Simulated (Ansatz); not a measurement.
# KI (Fm-3m): phonons and vibrational spectra

How does KI (Fm-3m) vibrate, and is this structure a minimum?

Main program and level: Ansatz 0.2.0; DFT LDA, scalar-relativistic, plane waves, PAW.

### 1. The starting structure

It takes space group Fm-3m (No. 225, cubic). The conventional cell has a = 7.066 Å, b = 7.066 Å, c = 7.066 Å, α = 90.00°, β = 90.00°, γ = 90.00°. Nearest to K lie 6 I at 3.53 Å. Nearest to I lie 6 K at 3.53 Å. Farther neighbours and most contacts between anions are not listed.

### 2. Bringing the structure to rest

Harmonic phonons are second derivatives at a point where the forces vanish, and they are wanted at zero stress, so atoms and cell are relaxed first.

Input file input.yaml:

```yaml
crystal:
  lattice:
    - [0.0, 3.532775, 3.532775]
    - [3.532775, 0.0, 3.532775]
    - [3.532775, 3.532775, 0.0]
  atoms:
    - { symbol: K, position: [0.0, 0.0, 0.0] }
    - { symbol: I, position: [0.5, 0.5, 0.5] }
kpoints:
  mp_grid: { grid: [6, 6, 6] }
hamiltonian:
  xc: lda
scf:
  occupations: { method: gaussian, width: 0.02 }
output:
  forces: true
  stress: true
  eigenvalues: true
  write_density: true
  write_potential: true
  elf: true
  volumetric_format: npy
relax:
  adjacent_minimum: "off"
  f_tol: 0.005
  max_steps: 80
  cell: { stress_tol: 0.05 }
```

Started as:

```console
> ansatz run input.yaml --threads 4 --pin off --max-ram 7168MiB --backend cpu --events-out ev --progress --plain --runs-dir out
```

Numbers of over 12 decimals in the logs are rounded to 6 here.

Log:

```text
Engine: ansatz 0.2.0, aarch64-unknown-linux-gnu
Pseudopotentials: kind: paw
Pseudopotential: K, paw, valence charge 9, recommended cutoff 420 eV (normal), K.paw.azcp
Pseudopotential: I, paw, valence charge 17, recommended cutoff 420 eV (normal), I.paw.azcp
Functional definition: SPW92
  exchange = slater_x
  correlation = pw_c
Crystal: 2 atoms, lattice volume = 88.182 Å³
Basis set: ecut = 420 eV, 1759 PW (Γ)
Bands: 17, of which v1, the nominal top of the filled ones, is band 13 counted from 1 (12 counted from 0)
Symmetry: 48 space group operations
Space group: Fm-3m (ITA 225), of the structure as read, at distance tolerance 4.5e-5 Å
k-points: 16 of 216
Non-local potential: K, projectors of the file, l = 0: 3, l = 1: 2, l = 2: 2
Non-local potential: I, projectors of the file, l = 0: 2, l = 1: 2, l = 2: 2, l = 3: 2
PAW form: soft (Blöchl's): semilocal exchange-correlation on the pseudo side does not see the compensation charge
PAW frozen core: K, regenerated for the run's functional, and the local potential with it (the file was generated under x = pbe(κ = 0.804, μ = 0.219515), c = pbe(β = 0.066725))
PAW frozen core: I, regenerated for the run's functional, and the local potential with it (the file was generated under x = pbe(κ = 0.804, μ = 0.219515), c = pbe(β = 0.066725))
PAW one-centre angular grid: K, 110 points (default); XC on 64 Gauss nodes
PAW one-centre angular grid: I, 590 points (default); XC on 64 Gauss nodes
Initial density: superposition of atomic densities (neutral atoms: chi_scale 0, normalization atom), corrected by the library's trained network
Initial wavefunctions: pseudopotential atomic-orbital guess
Functional: x = slater, c = lda
SCF iter   1: F=—  HF=-8855.059262 eV  |F-HF|=—  |Δ(HF+E_count)|=         —  Δρ=4.31e-3  dr2=7.75e-3  ethr=1.77e-3  ⟨swp⟩=6.9  Hψ=1633  notcnv=0
preconditioner: auto → none  [insulator: Δε(μ)=3.589 eV  Ē_g=13.466 eV  σ=0.020 eV  W_gap=1.00  n_scr=14 (ndim 8)  ℏωp=14.8 eV  f_vac=0.139  D(μ)=0.00/eV (n_scr^D=0)  ε∞_Penn≈2.2]
SCF iter   2: F=—  HF=-8855.056496 eV  |F-HF|=—  |Δ(HF+E_count)|=   2.77e-3  Δρ=2.16e-3  dr2=1.55e-3  ethr=2.98e-5  ⟨swp⟩=2.4  Hψ=591  notcnv=0
SCF iter   3: F=—  HF=-8855.056295 eV  |F-HF|=—  |Δ(HF+E_count)|=   2.01e-4  Δρ=3.42e-4  dr2=1.35e-4  ethr=5.98e-6  ⟨swp⟩=2.1  Hψ=501  notcnv=0
SCF iter   4: F=—  HF=-8855.056221 eV  |F-HF|=—  |Δ(HF+E_count)|=   7.31e-5  Δρ=5.92e-5  dr2=4.24e-6  ethr=5.20e-7  ⟨swp⟩=2.0  Hψ=487  notcnv=0
SCF iter   5: F=—  HF=-8855.056220 eV  |F-HF|=—  |Δ(HF+E_count)|=   1.24e-6  Δρ=1.53e-5  dr2=1.66e-7  ethr=1.63e-8  ⟨swp⟩=2.0  Hψ=321  notcnv=0
SCF iter   6: F=-8855.056220 eV  HF=-8855.056220 eV  |F-HF|=1.46e-10  |Δ(HF+E_count)|=   1.33e-7  Δρ=2.18e-6  dr2=1.11e-9  ethr=3.85e-10  ⟨swp⟩=10.5  Hψ=2045  notcnv=0
SCF 1 converged in 6 iterations: F = -8855.056220 eV  dr2 = 1.11e-9
  greatest PAW one-centre occupation: 1.000 electrons in one spin orbital (limit 2), on the I atom at site 1 (counted from 0), in its partial waves of l = 2
relax step   1: F+E_penalty+E_count = -8855.05622008 eV  Δ(F+E_penalty+E_count) = +0.000e0 eV  max|allowed force component| = 2.846e-29 eV/Å  Δτ_max = 0.0000 Å  P = -1.314 GPa  Ω = 88.182 Å³  (6 SCF iters, dr2 threshold 1.00e-7 eV, accepted)
Crystal: 2 atoms, lattice volume = 84.449 Å³
Basis set: ecut = 420 eV, 1639 PW (Γ)
Initial density: handed on by an earlier stage of this run
Initial wavefunctions: those handed on with the density
iter 1 solved again at ethr=1.13e-5 eV; its pass at ethr=3.10e-3 eV (dr2=2.94e-3 eV) is discarded
SCF iter   1: F=—  HF=-8855.083740 eV  |F-HF|=—  |Δ(HF+E_count)|=         —  Δρ=1.17e-3  dr2=3.10e-3  ethr=1.13e-5  ⟨swp⟩=2.1  Hψ=1968  notcnv=0
preconditioner: auto → none  [insulator: Δε(μ)=3.663 eV  Ē_g=13.574 eV  σ=0.020 eV  W_gap=1.00  n_scr=14 (ndim 8)  ℏωp=15.1 eV  f_vac=0.105  D(μ)=0.00/eV (n_scr^D=0)  ε∞_Penn≈2.2]
SCF iter   2: F=—  HF=-8855.082364 eV  |F-HF|=—  |Δ(HF+E_count)|=   1.38e-3  Δρ=3.97e-4  dr2=1.44e-4  ethr=1.13e-5  ⟨swp⟩=3.0  Hψ=476  notcnv=0
SCF iter   3: F=—  HF=-8855.082318 eV  |F-HF|=—  |Δ(HF+E_count)|=   4.59e-5  Δρ=1.65e-4  dr2=2.46e-5  ethr=5.54e-7  ⟨swp⟩=2.1  Hψ=480  notcnv=0
SCF iter   4: F=—  HF=-8855.082313 eV  |F-HF|=—  |Δ(HF+E_count)|=   4.75e-6  Δρ=4.49e-5  dr2=2.25e-6  ethr=9.45e-8  ⟨swp⟩=1.2  Hψ=294  notcnv=0
SCF iter   5: F=-8855.082313 eV  HF=-8855.082313 eV  |F-HF|=2.07e-8  |Δ(HF+E_count)|=   5.87e-7  Δρ=8.23e-6  dr2=5.23e-8  ethr=7.69e-10  ⟨swp⟩=8.8  Hψ=2106  notcnv=0
SCF 2 converged in 5 iterations: F = -8855.082313 eV  dr2 = 5.23e-8
relax step   2: F+E_penalty+E_count = -8855.08231257 eV  Δ(F+E_penalty+E_count) = -2.609e-2 eV  max|allowed force component| = 2.353e-29 eV/Å  Δτ_max = 0.0000 Å  P = -0.873 GPa  Ω = 84.449 Å³  energy of the carried Pulay correction = +3.668e-4 eV  (5 SCF iters, dr2 threshold 2.00e-7 eV, accepted)
Crystal: 2 atoms, lattice volume = 77.921 Å³
Basis set: ecut = 420 eV, 1471 PW (Γ)
iter 1 solved again at ethr=3.36e-5 eV; its pass at ethr=3.10e-3 eV (dr2=8.74e-3 eV) is discarded
SCF iter   1: F=—  HF=-8855.101272 eV  |F-HF|=—  |Δ(HF+E_count)|=         —  Δρ=2.16e-3  dr2=9.16e-3  ethr=3.36e-5  ⟨swp⟩=1.9  Hψ=2027  notcnv=0
preconditioner: auto → none  [insulator: Δε(μ)=3.842 eV  Ē_g=13.721 eV  σ=0.020 eV  W_gap=1.00  n_scr=14 (ndim 8)  ℏωp=15.7 eV  f_vac=0.068  D(μ)=0.00/eV (n_scr^D=0)  ε∞_Penn≈2.3]
SCF iter   2: F=—  HF=-8855.097160 eV  |F-HF|=—  |Δ(HF+E_count)|=   4.11e-3  Δρ=7.14e-4  dr2=4.03e-4  ethr=3.36e-5  ⟨swp⟩=3.4  Hψ=503  notcnv=0
SCF iter   3: F=—  HF=-8855.097036 eV  |F-HF|=—  |Δ(HF+E_count)|=   1.24e-4  Δρ=3.07e-4  dr2=7.12e-5  ethr=1.55e-6  ⟨swp⟩=2.2  Hψ=469  notcnv=0
SCF iter   4: F=—  HF=-8855.097019 eV  |F-HF|=—  |Δ(HF+E_count)|=   1.66e-5  Δρ=7.96e-5  dr2=6.26e-6  ethr=2.74e-7  ⟨swp⟩=1.1  Hψ=280  notcnv=0
SCF iter   5: F=-8855.097018 eV  HF=-8855.097018 eV  |F-HF|=4.22e-8  |Δ(HF+E_count)|=   1.60e-6  Δρ=1.40e-5  dr2=1.40e-7  ethr=7.69e-10  ⟨swp⟩=9.3  Hψ=2191  notcnv=0
SCF 3 converged in 5 iterations: F = -8855.097018 eV  dr2 = 1.40e-7
relax step   3: F+E_penalty+E_count = -8855.09701786 eV  Δ(F+E_penalty+E_count) = -1.471e-2 eV  max|allowed force component| = 1.006e-29 eV/Å  Δτ_max = 0.0000 Å  P = +0.279 GPa  Ω = 77.921 Å³  energy of the carried Pulay correction = +1.048e-3 eV  (5 SCF iters, dr2 threshold 2.00e-7 eV, accepted)
[...]
relax step   4: F+E_penalty+E_count = -8855.09796327 eV  Δ(F+E_penalty+E_count) = -9.454e-4 eV  max|allowed force component| = 1.630e-29 eV/Å  Δτ_max = 0.0000 Å  P = -0.035 GPa  Ω = 79.408 Å³  energy of the carried Pulay correction = +8.882e-4 eV  (5 SCF iters, dr2 threshold 1.95e-7 eV, accepted)
Initial wavefunctions: pseudopotential atomic-orbital guess (no wavefunctions were taken with the density)
iter 1 solved again at ethr=7.03e-7 eV; its pass at ethr=3.10e-3 eV (dr2=1.83e-4 eV) is discarded
SCF iter   1: F=—  HF=-8855.097118 eV  |F-HF|=—  |Δ(HF+E_count)|=         —  Δρ=7.75e-5  dr2=6.91e-7  ethr=7.03e-7  ⟨swp⟩=3.0  Hψ=2331  notcnv=0
preconditioner: auto → none  [insulator: Δε(μ)=3.863 eV  Ē_g=13.672 eV  σ=0.020 eV  W_gap=1.00  n_scr=14 (ndim 8)  ℏωp=15.6 eV  f_vac=0.081  D(μ)=0.00/eV (n_scr^D=0)  ε∞_Penn≈2.3]
SCF iter   2: F=—  HF=-8855.097118 eV  |F-HF|=—  |Δ(HF+E_count)|=   6.41e-7  Δρ=3.58e-5  dr2=1.52e-7  ethr=2.66e-9  ⟨swp⟩=2.1  Hψ=466  notcnv=0
SCF iter   3: F=—  HF=-8855.097118 eV  |F-HF|=—  |Δ(HF+E_count)|=   3.12e-8  Δρ=5.26e-6  dr2=1.45e-8  ethr=5.83e-10  ⟨swp⟩=2.8  Hψ=441  notcnv=0
SCF iter   4: F=—  HF=-8855.097118 eV  |F-HF|=—  |Δ(HF+E_count)|=   3.95e-9  Δρ=1.62e-6  dr2=4.64e-10  ethr=5.57e-11  ⟨swp⟩=2.3  Hψ=476  notcnv=0
SCF iter   5: F=-8855.097118 eV  HF=-8855.097118 eV  |F-HF|=0.00e0  |Δ(HF+E_count)|=  1.26e-10  Δρ=1.19e-7  dr2=5.05e-12  ethr=1.00e-12  ⟨swp⟩=5.2  Hψ=1517  notcnv=0
SCF 5 converged in 5 iterations: F = -8855.097118 eV  dr2 = 5.05e-12
relax step   5: F+E_penalty+E_count = -8855.09711844 eV  Δ(F+E_penalty+E_count) = +8.448e-4 eV  max|allowed force component| = 1.417e-29 eV/Å  Δτ_max = 0.0000 Å  P = -0.038 GPa  Ω = 79.408 Å³  stress off target by 3.84e-2 GPa  SCF on the basis re-selected at this cell (its energy is not comparable with the rows above)  (5 SCF iters)
basis re-selected at this cell: Δ(F+E_penalty+E_count) = +8.448e-4 eV, ΔP = -0.003 GPa vs the last step (what re-selecting the basis moved, of the pressure what is left beyond the Pulay correction that the steps carried, after the strain that the cell walked since its last selection, with what the two solves' SCF thresholds leave and, on support functions, any second-order correction that the steps lacked; it is no m [...]
SCF converged after 5 iterations
Free energy (F): -8855.097118 eV
Harris-Foulkes:  -8855.097118 eV  (|F-HF|=0.00e0)
Internal energy: -8855.097118 eV  (E = F + TS)
E sigma→0 (E₀):  -8855.097118 eV
Fermi energy:    4.810176 eV
--- Per-component energies (eV) ---
  E_band       = -505.322305
  E_kinetic    = 444.292776
  E_local      = -2713.783785  (includes V_loc(G=0)·N_el)
  E_nonlocal   = -69.615003
  E_hartree    = 1289.109085
  E_xc         = -260.704308
  E_vxc        = -292.777420  (∫ρ·V_xc dr)
  E_paw        = -5403.469360  (= ΣΔE_a)
  E_vpaw       = -451.657238  (= ΣTr[D̂ρ^β])
  E_aug_tail   = 0.000069  (compensation charges beyond the density's cutoff)
  E_ewald      = -2141.965307
  E_core_change = 1.038715  (= ΣΔE_core)
  E_smearing   = -0.000000  (= −TS)
  E_closure    = -0.000000  (closes the sum)
  Σ components = -8855.097118   (vs F -8855.097118, Δ=0.00e0)
--- Forces (eV/Å), atoms counted from 1 ---
  atom   1  K     -0.00000000     0.00000000    -0.00000000
  atom   2  I      0.00000000     0.00000000     0.00000000
  max |Σ_I F_I| component: 2.64e-29 eV/Å
--- Stress (GPa, compression-positive) ---
       -0.038388      -0.000000      -0.000000
       -0.000000      -0.038388      -0.000000
       -0.000000      -0.000000      -0.038388
  P = ⅓ Tr σ = -0.0384 GPa (-0.384 kbar)
--- Band table (eV; the first three rows and the last of 16) ---
  k-point 0: bands = [... 9 lower, -7.9116, 2.8787, 2.8787, 2.8787, 6.7415, 9.1180, 9.1180, 9.1180]
  k-point 1: bands = [... 9 lower, -7.7683, 2.3414, 2.7541, 2.7541, 7.4447, 9.0654, 9.4424, 9.4424]
  k-point 2: bands = [... 9 lower, -7.5280, 1.5541, 2.5282, 2.5282, 8.1001, 9.9320, 10.2473, 10.2473]
  k-point 15: bands = [... 9 lower, -7.6210, 1.8190, 2.1883, 2.1888, 8.2396, 9.3052, 10.2348, 11.3240]
--- Relaxed structure (4 steps of the walk, 4 accepted, 1 SCFs on fresh bases) ---
  F+E_penalty+E_count = -8855.09711844 eV   max|allowed force component| = 1.417e-29 eV/Å   (the final SCF, on the basis selected at the relaxed cell)
  cell:  # Å, volume = 79.4081 Å³
    - [0, 3.411496, 3.411496]
    - [3.411496, 0, 3.411496]
    - [3.411496, 3.411496, 0]
  atoms:
    - { symbol: K, position: [0, 0, 0] }
    - { symbol: I, position: [0.5, 0.5, 0.5] }
```

It took 2.4 s on 4 threads of Arm Neoverse V2, shared host; peak memory 0.35 GiB.

The steps of the relaxation:

| step | energy less that of the first step (eV) | largest force component (eV/Å) | pressure (GPa) | volume (Å³) |
| --- | --- | --- | --- | --- |
| 1 | 0.0000 | 0.0000 | -1.31 | 88.18 |
| 2 | -0.0261 | 0.0000 | -0.87 | 84.45 |
| 3 | -0.0408 | 0.0000 | 0.28 | 77.92 |
| 4 | -0.0417 | 0.0000 | -0.04 | 79.41 |
| 5* | -0.0409 | 0.0000 | -0.04 | 79.41 |

Relaxation steps marked * repeat the geometry before them on a plane-wave basis chosen anew for their cell, so energy and pressure can jump there.

Forces are held to the 48 operations that the run works with; a distortion that breaks them can't arise in this run.

| conventional cell, symmetrised | before | after | change |
| --- | --- | --- | --- |
| a (Å) | 7.066 | 6.823 | -3.4 % |
| b (Å) | 7.066 | 6.823 | -3.4 % |
| c (Å) | 7.066 | 6.823 | -3.4 % |
| volume (Å³/atom) | 44.09 | 39.70 | -9.9 % |

Final coordinates:

```xyz
2
Lattice="0.0000 3.4115 3.4115 3.4115 0.0000 3.4115 3.4115 3.4115 0.0000" Properties=species:S:1:pos:R:3 pbc="T T T"
K     0.0000    0.0000    0.0000
I     3.4115    3.4115    3.4115
```

This step gave:

- pressure: -0.03839 GPa
- gap on the k-mesh: 3.863 eV
- volume per atom: 39.70 Å³
- direct gap on mesh: 3.863 eV

Valence density in the ac plane of the conventional cell at fractional y = 0.000, with atoms of K and I within 0.2 Å of it. It is the smooth field of the valence electrons, not physical close to the nuclei.

Ten steps, logarithmic in the rise over the least value, from '0' (0 e/Å³) to '9' (17 e/Å³), each cell a mean:
```
6641012479863100256
5420002356642100135
3210001233321000012
0000000112110000000
0000000000000000000
1110000000000000011
3321000122210000123
6531000245531001246
9742101466652001368
9842101467652002369
8632101356642001357
4321000134421001234
2210000011100000122
1100000000000000001
0000000011100000000
1100000122211000001
4310001234432100124
6531012368753100246
7641012489963100356
```
Columns run along a (6.8 Å), rows up along c (6.8 Å), edges of the conventional cell, whose origin can differ from the input's. Atoms in or near the plane, at fractional coordinates: K at (0.00, 0.00), K at (0.50, 0.50), I at (0.50, 0.00), I at (0.00, 0.50).

ELF in the ac plane of the conventional cell at fractional y = 0.000, with atoms of K and I within 0.2 Å of it. It is the smooth field of the valence electrons, not physical close to the nuclei.

Ten even steps from '0' (0.02) to '9' (0.86), each cell a mean:
```
8983168742368831699
9961068765678820489
7520048887788610146
1000025788886300001
3221001233332000123
8875200001000003688
7888400256641026888
5678501699984038876
3478603998996038763
3378603997896138752
3578602899995038864
6788501589962027877
8887300123310015888
6653000000000002466
1100003566654200001
3200037888888510013
9840058877778720268
9982168753468820599
7993168633357831798
```
Columns run along a (6.8 Å), rows up along c (6.8 Å), edges of the conventional cell, whose origin can differ from the input's. Atoms in or near the plane, at fractional coordinates: K at (0.00, 0.00), K at (0.50, 0.50), I at (0.50, 0.00), I at (0.00, 0.50).

Electrostatic potential energy in the ac plane of the conventional cell at fractional y = 0.000, with atoms of K and I within 0.2 Å of it. With pseudopotentials it is smooth inside the atoms' cores, unlike the true potential.

Ten even steps from '_' (-38 eV) to '@' (8 eV), each cell a mean:
```
__..++%%@@@@%%++##@@@@++**@@@@@@##--__
::==##@@@@@@%%**++**++++##@@@@@@%%**--
##%%@@@@@@@@@@%%##****##@@@@@@@@@@%%##
@@@@@@@@@@@@@@@@@@%%@@@@@@@@@@@@@@@@@@
@@@@@@@@@@@@@@@@@@@@@@@@@@@@@@@@@@@@@@
@@@@@@@@@@@@@@@@@@@@@@@@@@@@@@@@@@@@@@
**##%%@@@@@@@@@@%%####%%@@@@@@@@@@##**
**++**%%@@@@@@##==::--**%%@@@@@@##++++
@@##++%%@@@@%%++..____--##@@@@@@**++@@
@@%%++##@@@@%%++______::##@@@@%%****@@
%%**++%%@@@@%%**::__..==%%@@@@@@##++##
++++##@@@@@@@@%%**++++##@@@@@@@@%%**++
##%%@@@@@@@@@@@@%%%%%%@@@@@@@@@@@@%%%%
@@@@@@@@@@@@@@@@@@@@@@@@@@@@@@@@@@@@@@
@@@@@@@@@@@@@@@@@@@@@@@@@@@@@@@@@@@@@@
%%%%@@@@@@@@@@@@%%##%%%%@@@@@@@@@@@@%%
++**%%@@@@@@@@##++++++**%%@@@@@@@@##++
__::**%%@@@@%%++**%%##++##@@@@@@%%==..
____++%%@@@@##++%%@@@@****@@@@@@##::__
```
Columns run along a (6.8 Å; values clipped at the 3rd and 97th percentile), rows up along c (6.8 Å), edges of the conventional cell, whose origin can differ from the input's. Atoms in or near the plane, at fractional coordinates: K at (0.00, 0.00), K at (0.50, 0.50), I at (0.50, 0.00), I at (0.00, 0.50).

In this step the volume went from 44.09 to 39.70 Å³/atom.

### 3. Relaxation

The relaxation is repeated from its end on the same settings, as a check that it has come to rest.

Edit input.yaml of step 2 so:

```diff
@@ -2,5 +2,5 @@
   lattice:
-    - [0.0, 3.532775, 3.532775]
-    - [3.532775, 0.0, 3.532775]
-    - [3.532775, 3.532775, 0.0]
+    - [0.0, 3.4114960207, 3.4114960207]
+    - [3.4114960207, 0.0, 3.4114960207]
+    - [3.4114960207, 3.4114960207, 0.0]
   atoms:
```

Log:

```text
[...]
Crystal: 2 atoms, lattice volume = 79.408 Å³
Basis set: ecut = 420 eV, 1471 PW (Γ)
Bands: 17, of which v1, the nominal top of the filled ones, is band 13 counted from 1 (12 counted from 0)
Symmetry: 48 space group operations
[...]
k-points: 16 of 216
[...]
k-point 15: bands = [... 9 lower, -7.6210, 1.8190, 2.1883, 2.1888, 8.2396, 9.3052, 10.2348, 11.3240]
--- Relaxed structure (1 steps of the walk, 1 accepted, 1 SCFs on fresh bases) ---
[...]
cell:  # Å, volume = 79.4081 Å³
    - [0.0, 3.4114960207, 3.4114960207]
    - [3.4114960207, 0.0, 3.4114960207]
    - [3.4114960207, 3.4114960207, 0.0]
  atoms:
    - { symbol: K, position: [0.0, 0.0, 0.0] }
    - { symbol: I, position: [0.5, 0.5, 0.5] }
[key lines of the parts left out:]
SCF converged after 4 iterations
Free energy (F): -8855.097118 eV
Fermi energy:    4.810174 eV
P = ⅓ Tr σ = -0.0384 GPa (-0.384 kbar)
```

It took 1.1 s on 4 threads; peak memory 0.34 GiB.

Little changed from the start: no atom moved by 0.005 Å and no cell edge by 0.1 %.

In this step the volume went from 39.70 to 39.70 Å³/atom.

### 4. Tight relaxation

Phonons need a cell at rest on their own settings, so the relaxation is repeated with tight tolerances on forces and stress, using the mesh and the filling of the phonon run that follows.

input.yaml, the sections that differ from step 3:

```yaml
kpoints:
  mp_grid: { grid: [8, 8, 8] }
scf:
  occupations: { method: fixed }
output:
  forces: true
  stress: true
  eigenvalues: true
relax:
  adjacent_minimum: "off"
  f_tol: 0.001
  max_steps: 60
  cell: { stress_tol: 0.01 }
# crystal, hamiltonian: as in step 3
```

Log:

```text
[...]
Crystal: 2 atoms, lattice volume = 79.408 Å³
Basis set: ecut = 420 eV, 1471 PW (Γ)
Bands: 17, of which v1, the nominal top of the filled ones, is band 13 counted from 1 (12 counted from 0)
Symmetry: 48 space group operations
[...]
k-points: 29 of 512
[...]
k-point 28: bands = [... 9 lower, -7.5696, 2.0063, 2.0063, 2.1291, 9.1790, 9.1790, 9.5838, 11.2370]
--- Relaxed structure (3 steps of the walk, 3 accepted, 1 SCFs on fresh bases) ---
[...]
cell:  # Å, volume = 79.2141 Å³
    - [0, 3.408716, 3.408716]
    - [3.408716, 0, 3.408716]
    - [3.408716, 3.408716, 0]
  atoms:
    - { symbol: K, position: [0, 0, 0] }
    - { symbol: I, position: [0.5, 0.5, 0.5] }
[key lines of the parts left out:]
SCF converged after 5 iterations
Free energy (F): -8855.097171 eV
Fermi energy:    2.900636 eV
P = ⅓ Tr σ = 0.0002 GPa (0.002 kbar)
```

Run time: 2.7 s. Hardware: 4 threads; peak memory 0.36 GiB; 9.4 s of CPU time.

Little changed from the start: no atom moved by 0.005 Å and no cell edge by 0.1 %.

Numbers from this step:

| Quantity | Value |
| --- | --- |
| pressure | 2.00e-4 GPa |
| gap on the k-mesh | 3.869 eV |
| volume per atom | 39.61 Å³ |
| direct gap on mesh | 3.869 eV |

The forces vanish by symmetry and the pressure is 0.000 GPa, within the tolerances set. The cell now holds 39.61 Å³/atom.

[end of part 1 of 3]

[Logs are printed without paths, hosts, clocks, repeated set-up lines and the standing remarks that a program may print on its own settings, such as how far it seeks lower states.]

[Hosts, paths, dates, database ids (printed as entryN), source tags and the programs' standing remarks are cut or masked in the printed files.]
